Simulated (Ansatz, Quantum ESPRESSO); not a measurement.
# Evanescent states of InP, zinc blende type, lattice constant set to 5.662 Å, part 2 of 4

Wanted: the complex band structure of InP, zinc blende type, lattice constant set to 5.662 Å, as for a tunnel barrier.

Quantum ESPRESSO 7.5; plane-wave DFT, PBE, GBRV ultrasoft pseudopotentials; cross-check by Ansatz 0.2.0 with PAW datasets.

So far. Step 2 (SCF with pw.x): The run needed 9 iterations to bring the estimated error under 1e-09 Ry.

**3. Complex bands with pwcond.x**

Level of this step: complex band structure by pwcond; plane-wave DFT, PBE, GBRV ultrasoft pseudopotentials (Quantum ESPRESSO).

ikind = 0 solves one period of the crystal for all kz, real and complex, at each energy and k across. ewind and epsproj trim the two-dimensional plane-wave basis; nz1 sets the subslabs.

File cbs.in:

```
&inputcond
  outdir = './out'
  prefixl = 'scf'
  band_file = 'cbs'
  ikind = 0
  ewind = 4.0
  epsproj = 1e-05
  nz1 = 7
  energy0 = 4.48
  denergy = -0.16
/
4
  0.00000000 0.00000000 1.00000000
  0.50000000 0.00000000 1.00000000
  0.50000000 0.50000000 1.00000000
  0.25000000 0.00000000 1.00000000
41
```

The run is started by

```
> OMP_NUM_THREADS=1 mpirun -n 2 pwcond.x -in cbs.in > cbs.out
```

What it wrote:

```text
[banner, memory and clock lines left out]
Program PWCOND v.7.5 starts

          URL

     ./out/scf.save/

     IMPORTANT: XC functional enforced from input :
     Exchange-correlation= PBE
                           (   1   4   3   4   0   0   0)
     Any further DFT definition will be discarded
     Please, verify this is what you really want

     Reading collected, re-writing distributed wavefunctions

===== INPUT FILE containing the left lead =====

     GEOMETRY:

     lattice parameter (alat)  =       7.5658  a.u.
     the volume                =     612.4578 (a.u.)^3
     the cross section         =      57.2410 (a.u.)^2
     l of the unit cell        =       1.4142 (alat)
     number of atoms/cell      =            4
     number of atomic types    =            2

     crystal axes: (cart. coord. in units of alat)
               a(1) = (  1.0000  0.0000  0.0000 )
               a(2) = (  0.0000  1.0000  0.0000 )
               a(3) = (  0.0000  0.0000  1.4142 )

   Cartesian axes

     site n.     atom                  positions (alat units)
          1        In     tau(  1)=(  0.0000  0.0000  1.4142  )
          2        P      tau(  2)=(  0.5000  0.0000  0.3536  )
          3        In     tau(  3)=(  0.5000  0.5000  0.7071  )
          4        P      tau(  4)=(  0.0000  0.5000  1.0607  )

     nr1s                      =           32
     nr2s                      =           32
     nr3s                      =           45
     nr1sx                     =           32
     nr2sx                     =           32
     nr3sx                     =           45
     nr1                       =           36
     nr2                       =           36
     nr3                       =           50
     nr1x                      =           36
     nr2x                      =           36
     nr3x                      =           50

 _______________________________
  Radii of nonlocal spheres:

     type       ibeta     ang. mom.          radius (alat units)
       In         1         0                    0.3197
       In         2         0                    0.3197
       In         3         1                    0.3197
       In         4         1                    0.3197
       In         5         2                    0.3197
       In         6         2                    0.3197
       P          1         0                    0.1989
       P          2         0                    0.1989
       P          3         1                    0.1989
       P          4         1                    0.1989
       P          5         2                    0.1989
       P          6         2                    0.1989
----- General information -----

----- Complex band structure calculation -----

     nrx                       =           32
     nry                       =           32
     nz1                       =            7

     energy0               =         4.5E+00
     denergy               =        -1.6E-01
     nenergy               =         41
     ecut2d                =         4.0E+01
     ewind                 =         4.0E+00
     epsproj               =         1.0E-05

     number of k_|| points=    4
                       cryst. coord.
        k(    1) = (   0.0000000   0.0000000), wk =   0.2500000
        k(    2) = (   0.5000000   0.0000000), wk =   0.2500000
        k(    3) = (   0.5000000   0.5000000), wk =   0.2500000
        k(    4) = (   0.2500000   0.0000000), wk =   0.2500000
----- Information about left lead -----

     nocros                   =           18
     noins                    =           54
     norb                     =           90
     norbf                    =           90
     nrz                      =           45

      iorb      type   ibeta   ang. mom.   m       position (alat)
        1        1       1        0        1   taunew(   1)=(  0.0000  0.0000  0.0000)
        2        1       2        0        1   taunew(   2)=(  0.0000  0.0000  0.0000)
        3        1       3        1        1   taunew(   3)=(  0.0000  0.0000  0.0000)
        4        1       3        1        2   taunew(   4)=(  0.0000  0.0000  0.0000)
        5        1       3        1        3   taunew(   5)=(  0.0000  0.0000  0.0000)
        6        1       4        1        1   taunew(   6)=(  0.0000  0.0000  0.0000)
        7        1       4        1        2   taunew(   7)=(  0.0000  0.0000  0.0000)
        8        1       4        1        3   taunew(   8)=(  0.0000  0.0000  0.0000)
        9        1       5        2        1   taunew(   9)=(  0.0000  0.0000  0.0000)
       10        1       5        2        2   taunew(  10)=(  0.0000  0.0000  0.0000)
       11        1       5        2        3   taunew(  11)=(  0.0000  0.0000  0.0000)
       12        1       5        2        4   taunew(  12)=(  0.0000  0.0000  0.0000)
       13        1       5        2        5   taunew(  13)=(  0.0000  0.0000  0.0000)
       14        1       6        2        1   taunew(  14)=(  0.0000  0.0000  0.0000)
       15        1       6        2        2   taunew(  15)=(  0.0000  0.0000  0.0000)
       16        1       6        2        3   taunew(  16)=(  0.0000  0.0000  0.0000)
       17        1       6        2        4   taunew(  17)=(  0.0000  0.0000  0.0000)
       18        1       6        2        5   taunew(  18)=(  0.0000  0.0000  0.0000)
       19        2       1        0        1   taunew(  19)=(  0.5000  0.0000  0.3536)
       20        2       2        0        1   taunew(  20)=(  0.5000  0.0000  0.3536)
       21        2       3        1        1   taunew(  21)=(  0.5000  0.0000  0.3536)
       22        2       3        1        2   taunew(  22)=(  0.5000  0.0000  0.3536)
       23        2       3        1        3   taunew(  23)=(  0.5000  0.0000  0.3536)
       24        2       4        1        1   taunew(  24)=(  0.5000  0.0000  0.3536)
       25        2       4        1        2   taunew(  25)=(  0.5000  0.0000  0.3536)
       26        2       4        1        3   taunew(  26)=(  0.5000  0.0000  0.3536)
       27        2       5        2        1   taunew(  27)=(  0.5000  0.0000  0.3536)
       28        2       5        2        2   taunew(  28)=(  0.5000  0.0000  0.3536)
       29        2       5        2        3   taunew(  29)=(  0.5000  0.0000  0.3536)
       30        2       5        2        4   taunew(  30)=(  0.5000  0.0000  0.3536)
       31        2       5        2        5   taunew(  31)=(  0.5000  0.0000  0.3536)
       32        2       6        2        1   taunew(  32)=(  0.5000  0.0000  0.3536)
       33        2       6        2        2   taunew(  33)=(  0.5000  0.0000  0.3536)
       34        2       6        2        3   taunew(  34)=(  0.5000  0.0000  0.3536)
       35        2       6        2        4   taunew(  35)=(  0.5000  0.0000  0.3536)
       36        2       6        2        5   taunew(  36)=(  0.5000  0.0000  0.3536)
       37        1       1        0        1   taunew(  37)=(  0.5000  0.5000  0.7071)
       38        1       2        0        1   taunew(  38)=(  0.5000  0.5000  0.7071)
       39        1       3        1        1   taunew(  39)=(  0.5000  0.5000  0.7071)
       40        1       3        1        2   taunew(  40)=(  0.5000  0.5000  0.7071)
       41        1       3        1        3   taunew(  41)=(  0.5000  0.5000  0.7071)
       42        1       4        1        1   taunew(  42)=(  0.5000  0.5000  0.7071)
       43        1       4        1        2   taunew(  43)=(  0.5000  0.5000  0.7071)
       44        1       4        1        3   taunew(  44)=(  0.5000  0.5000  0.7071)
       45        1       5        2        1   taunew(  45)=(  0.5000  0.5000  0.7071)
       46        1       5        2        2   taunew(  46)=(  0.5000  0.5000  0.7071)
       47        1       5        2        3   taunew(  47)=(  0.5000  0.5000  0.7071)
       48        1       5        2        4   taunew(  48)=(  0.5000  0.5000  0.7071)
       49        1       5        2        5   taunew(  49)=(  0.5000  0.5000  0.7071)
       50        1       6        2        1   taunew(  50)=(  0.5000  0.5000  0.7071)
       51        1       6        2        2   taunew(  51)=(  0.5000  0.5000  0.7071)
       52        1       6        2        3   taunew(  52)=(  0.5000  0.5000  0.7071)
       53        1       6        2        4   taunew(  53)=(  0.5000  0.5000  0.7071)
       54        1       6        2        5   taunew(  54)=(  0.5000  0.5000  0.7071)
       55        2       1        0        1   taunew(  55)=(  0.0000  0.5000  1.0607)
       56        2       2        0        1   taunew(  56)=(  0.0000  0.5000  1.0607)
       57        2       3        1        1   taunew(  57)=(  0.0000  0.5000  1.0607)
       58        2       3        1        2   taunew(  58)=(  0.0000  0.5000  1.0607)
       59        2       3        1        3   taunew(  59)=(  0.0000  0.5000  1.0607)
       60        2       4        1        1   taunew(  60)=(  0.0000  0.5000  1.0607)
       61        2       4        1        2   taunew(  61)=(  0.0000  0.5000  1.0607)
       62        2       4        1        3   taunew(  62)=(  0.0000  0.5000  1.0607)
       63        2       5        2        1   taunew(  63)=(  0.0000  0.5000  1.0607)
       64        2       5        2        2   taunew(  64)=(  0.0000  0.5000  1.0607)
       65        2       5        2        3   taunew(  65)=(  0.0000  0.5000  1.0607)
       66        2       5        2        4   taunew(  66)=(  0.0000  0.5000  1.0607)
       67        2       5        2        5   taunew(  67)=(  0.0000  0.5000  1.0607)
       68        2       6        2        1   taunew(  68)=(  0.0000  0.5000  1.0607)
       69        2       6        2        2   taunew(  69)=(  0.0000  0.5000  1.0607)
       70        2       6        2        3   taunew(  70)=(  0.0000  0.5000  1.0607)
       71        2       6        2        4   taunew(  71)=(  0.0000  0.5000  1.0607)
       72        2       6        2        5   taunew(  72)=(  0.0000  0.5000  1.0607)
       73        1       1        0        1   taunew(  73)=(  0.0000  0.0000  1.4142)
       74        1       2        0        1   taunew(  74)=(  0.0000  0.0000  1.4142)
       75        1       3        1        1   taunew(  75)=(  0.0000  0.0000  1.4142)
       76        1       3        1        2   taunew(  76)=(  0.0000  0.0000  1.4142)
       77        1       3        1        3   taunew(  77)=(  0.0000  0.0000  1.4142)
       78        1       4        1        1   taunew(  78)=(  0.0000  0.0000  1.4142)
       79        1       4        1        2   taunew(  79)=(  0.0000  0.0000  1.4142)
       80        1       4        1        3   taunew(  80)=(  0.0000  0.0000  1.4142)
       81        1       5        2        1   taunew(  81)=(  0.0000  0.0000  1.4142)
       82        1       5        2        2   taunew(  82)=(  0.0000  0.0000  1.4142)
       83        1       5        2        3   taunew(  83)=(  0.0000  0.0000  1.4142)
       84        1       5        2        4   taunew(  84)=(  0.0000  0.0000  1.4142)
       85        1       5        2        5   taunew(  85)=(  0.0000  0.0000  1.4142)
       86        1       6        2        1   taunew(  86)=(  0.0000  0.0000  1.4142)
       87        1       6        2        2   taunew(  87)=(  0.0000  0.0000  1.4142)
       88        1       6        2        3   taunew(  88)=(  0.0000  0.0000  1.4142)
       89        1       6        2        4   taunew(  89)=(  0.0000  0.0000  1.4142)
       90        1       6        2        5   taunew(  90)=(  0.0000  0.0000  1.4142)
 ngper, shell number =          177          27
 ngper, n2d =          177         146
---  E-Ef =    4.4800000  k =    0.0000000   0.0000000
---  ie =          1  ik =          1
 Nchannels of the left tip =            2
 Right moving states:
   k1(2pi/a)   k2(2pi/a)   E-Ef (eV)
   0.1735973   0.0000000   4.4800000
   0.1735973   0.0000000   4.4800000
 Left moving states:
   k1(2pi/a)   k2(2pi/a)   E-Ef (eV)
  -0.1735973   0.0000000   4.4800000
  -0.1735973   0.0000000   4.4800000

---  E-Ef =    4.3200000  k =    0.0000000   0.0000000
---  ie =          2  ik =          1
 Nchannels of the left tip =            2
 Right moving states:
   k1(2pi/a)   k2(2pi/a)   E-Ef (eV)
   0.1358042   0.0000000   4.3200000
   0.1358042   0.0000000   4.3200000
 Left moving states:
   k1(2pi/a)   k2(2pi/a)   E-Ef (eV)
  -0.1358042   0.0000000   4.3200000
  -0.1358042   0.0000000   4.3200000
[... further energies and points left out ...]
---  E-Ef =   -1.7600000  k =    0.2500000   0.0000000
---  ie =         40  ik =          4
 Nchannels of the left tip =            2
 Right moving states:
   k1(2pi/a)   k2(2pi/a)   E-Ef (eV)
   0.3792809   0.0000000  -1.7600000
   0.4759725   0.0000000  -1.7600000
 Left moving states:
   k1(2pi/a)   k2(2pi/a)   E-Ef (eV)
  -0.3792809   0.0000000  -1.7600000
  -0.4759725   0.0000000  -1.7600000

---  E-Ef =   -1.9200000  k =    0.2500000   0.0000000
---  ie =         41  ik =          4
 Nchannels of the left tip =            2
 Right moving states:
   k1(2pi/a)   k2(2pi/a)   E-Ef (eV)
   0.3114017   0.0000000  -1.9200000
   0.4506481   0.0000000  -1.9200000
 Left moving states:
   k1(2pi/a)   k2(2pi/a)   E-Ef (eV)
  -0.3114017   0.0000000  -1.9200000
  -0.4506481   0.0000000  -1.9200000

Note: The following floating-point exceptions are signalling: IEEE_UNDERFLOW_FLAG IEEE_DENORMAL
Note: The following floating-point exceptions are signalling: IEEE_UNDERFLOW_FLAG IEEE_DENORMAL
```

Elapsed: 5.7 min, on 2 MPI ranks of Intel Xeon Platinum 8559C (Emerald Rapids), shared host; peak memory 0.2 GiB.

Read from the output:

- peak of the smallest κ at the zone centre: 0.086 Å⁻¹
- energy of the peak at the zone centre: 0.64 eV
- peak of the smallest κ at (1/2, 0): 0.193 Å⁻¹
- peak of the smallest κ at (1/4, 0): 0.192 Å⁻¹

K across = (0, 0) in the cell's reciprocal vectors; values within 0.0025 1/Å of each other count once, columns are sorted by size at each energy, a dash where no further value was kept. Table of Im kz of the slowest decaying states by energy, zero at the highest filled level of the SCF mesh:

```
energy (eV)  decay 1 (Å⁻¹)  decay 2 (Å⁻¹)  decay 3 (Å⁻¹)
      -1.92          0.996           1.47           1.77
      -1.76          0.971           1.46           1.78
      -1.44          0.922           1.44           1.81
      -1.28          0.897           1.43           1.82
      -0.96          0.845           1.41           1.86
      -0.80          0.818           1.40           1.89
      -0.64          0.791           1.39           1.92
      -0.32          0.735           1.36           1.99
      -0.16          0.705           1.35           1.99
       0.00          0.008          0.675           1.34
       0.32          0.075          0.168           0.61
       0.48          0.084            0.2          0.575
       0.80          0.082          0.243          0.499
       0.96          0.071          0.258          0.455
       1.12           0.05           0.27          0.406
       1.44          0.276          0.285           1.24
       1.60          0.278           0.29           1.23
       1.76          0.259          0.292           1.22
       2.08          0.156          0.292           1.19
       2.24          0.289           1.18           1.96
       2.56          0.278           1.15           1.94
       2.72           0.27           1.14           1.93
       2.88          0.259           1.13           1.91
       3.20          0.231           1.10           1.87
       3.36          0.213           1.09           1.85
       3.52          0.087           0.19           1.08
       3.84          0.124          0.153           1.05
       4.00          0.059          0.172           1.04
       4.32          0.147          0.197           1.01
       4.48          0.179          0.205          0.996
```

K across = (0, 0) in the cell's reciprocal vectors. Table of Re kz of states that move upwards by energy, zero at the highest filled level of the SCF mesh:

```
energy (eV)  channel 1 (Å⁻¹)  channel 2 (Å⁻¹)  channel 3 (Å⁻¹)
      -1.92           -0.342            0.477            0.477
      -1.76           -0.318            0.527            0.527
      -1.44           -0.493           -0.493           -0.272
      -1.28           -0.450           -0.450           -0.249
      -0.96           -0.367           -0.367           -0.201
      -0.80           -0.325           -0.325           -0.177
      -0.64           -0.282           -0.282           -0.151
      -0.32           -0.188           -0.188          -0.0973
      -0.16           -0.129           -0.129          -0.0649
       0.00                -                -                -
       0.32                -                -                -
       0.48                -                -                -
       0.80                -                -                -
       0.96                -                -                -
       1.12                -                -                -
       1.44           0.0759                -                -
       1.60            0.107            0.125                -
       1.76            0.135            0.294                -
       2.08            0.188            0.457                -
       2.24           0.0443            0.214            0.517
       2.56           -0.492            0.247            0.268
       2.72           -0.447            0.296            0.307
       2.88           -0.404            0.326            0.361
       3.20           -0.321            0.400            0.471
       3.36           -0.280            0.463            0.547
       3.52           -0.237                -                -
       3.84           -0.140                -                -
       4.00          -0.0641                -                -
       4.32            0.151            0.151                -
       4.48            0.193            0.193                -
```

K across = (1/2, 0) in the cell's reciprocal vectors; values within 0.0025 1/Å of each other count once, columns are sorted by size at each energy, a dash where no further value was kept. The Im kz of the slowest decaying states by energy, zero at the highest filled level of the SCF mesh:

```
energy (eV)  decay 1 (Å⁻¹)  decay 2 (Å⁻¹)  decay 3 (Å⁻¹)
      -1.92          0.738           1.26           1.87
      -1.60          0.611           1.21           1.86
      -1.28          0.328           1.16           1.84
      -0.96          0.095          0.441           1.11
      -0.64          0.147          0.573           1.07
      -0.32          0.174          0.626           1.02
      -0.16          0.183          0.641          0.996
       0.00          0.189          0.652          0.972
       0.16          0.192          0.659          0.948
       0.48          0.192          0.665          0.899
       0.80          0.182          0.663           0.85
       1.12           0.16          0.655          0.799
       1.44          0.119          0.642          0.747
       1.76          0.625          0.692           1.68
       2.08          0.603          0.634           1.66
       2.40          0.571          0.577           1.64
       2.72            0.5          0.547           1.61
       2.88          0.459           0.53            1.6
       3.20          0.351          0.492           1.57
       3.52          0.234          0.448           1.55
       3.84          0.219          0.394           1.52
       4.16          0.178          0.327           1.49
       4.48          0.083          0.235           1.46
```

(Continued in part 3 of 4.)

[Logs are printed without paths, hosts, clocks, repeated set-up lines and the standing remarks that a program may print on its own settings, such as how far it seeks lower states.]

[Hosts, paths, dates, database ids (printed as entryN), source tags and the programs' standing remarks are cut or masked in the printed files.]

[Maps of the electrostatic potential energy from Ansatz leave out the sawtooth potential of an applied field or a dipole correction, so their vacuum need not be flat; planar profiles and work functions include it.]
